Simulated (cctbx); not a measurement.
**Lattice, Laue class and space group of a new crystal**

Cell: a = 4.1220 Å, b = 4.1220 Å, c = 16.0560 Å, α = 90.00°, β = 90.00°, γ = 120.00°. Expected content of the cell: Yb4 Ge4 Cr4.

Simulated single-crystal data (cctbx): Mo Kα, λ = 0.71073 Å, to d = 0.8 Å, 50 % of the full sphere, strongest reflection 20000 counts, noise from counting, a 1.5 % proportional error and a noise floor of 8 counts (s.d.); no absorption.

Tests on the unmerged data give:

```text
947 reflections to d = 0.802 A
centring   violations  <I/sigma> of those
    A        275 of   461     15.5
    B        280 of   481     15.4
    C        287 of   470     16.2
    I        282 of   486     15.5
    R        405 of   634     15.5
    F        421 of   706     15.7
Laue class    unique    Rint  (classes that these axes allow; Friedel mates merged)
P -1              740   0.015
P 1 1 2/m         468   0.017
P -3              324   0.018
P -3 1 m          203   0.019
P -3 m 1          229   0.019
P 6/m             176   0.020
P 6/m m m         142   0.020
space group    extra absences  I>4sigma  <I/sigma>
P 6 2 2                 0          0         -  acentric
P 63 2 2                5          0       0.3  acentric
P 6 m m                 0          0         -  acentric
P 63 m c               90          0       0.0  acentric
P -6 m 2                0          0         -  acentric
P -6 2 m                0          0         -  acentric
P -6 2 c               90          0       0.0  acentric
P 6/m m m               0          0         -  centric
P 63/m m c             90          0       0.0  centric
Wilson B = 0.49 A^2   <|E^2-1|> = 0.955 (0.968 centric, 0.736 acentric)   E^2>4: 3.2 %
shell (A)         n   <I/sigma>
 8.03 - 1.60     29     30.7
 1.60 - 1.27     16     49.6
 1.27 - 1.11     20     37.8
 1.11 - 1.01     15     26.6
 1.01 - 0.94     19     38.7
 0.94 - 0.88     15     36.3
 0.88 - 0.84     13     23.6
 0.84 - 0.80     15     50.7
```

Q: Read the symmetry from these tables.

Every centring test has many violations, so the lattice is primitive.

Rint stays low (0.015 to 0.020) up to P 6/m m m, the highest class in these axes.

9 settings pass the absence test. The most absences obeyed, 90, belong to P 63 m c, P -6 2 c and P 63/m m c, which absences can't tell apart.

⟨|E²−1|⟩ = 0.955 leans to a centrosymmetric structure. The Wilson B of 0.49 Å² means U ≈ 0.0062 Å².

The true group is P6_3/mmc (no. 194), Laue class 6/mmm, centrosymmetric. The tables only narrow the choice to the tied entries; cell content, site symmetry and trial solutions must settle it.

The model was made for the exercise: a known structure type with other elements put in, its volume estimated, not relaxed; displacement parameters are assumed.

[Logs are printed without paths, hosts, clocks, repeated set-up lines and the standing remarks that a program may print on its own settings, such as how far it seeks lower states.]
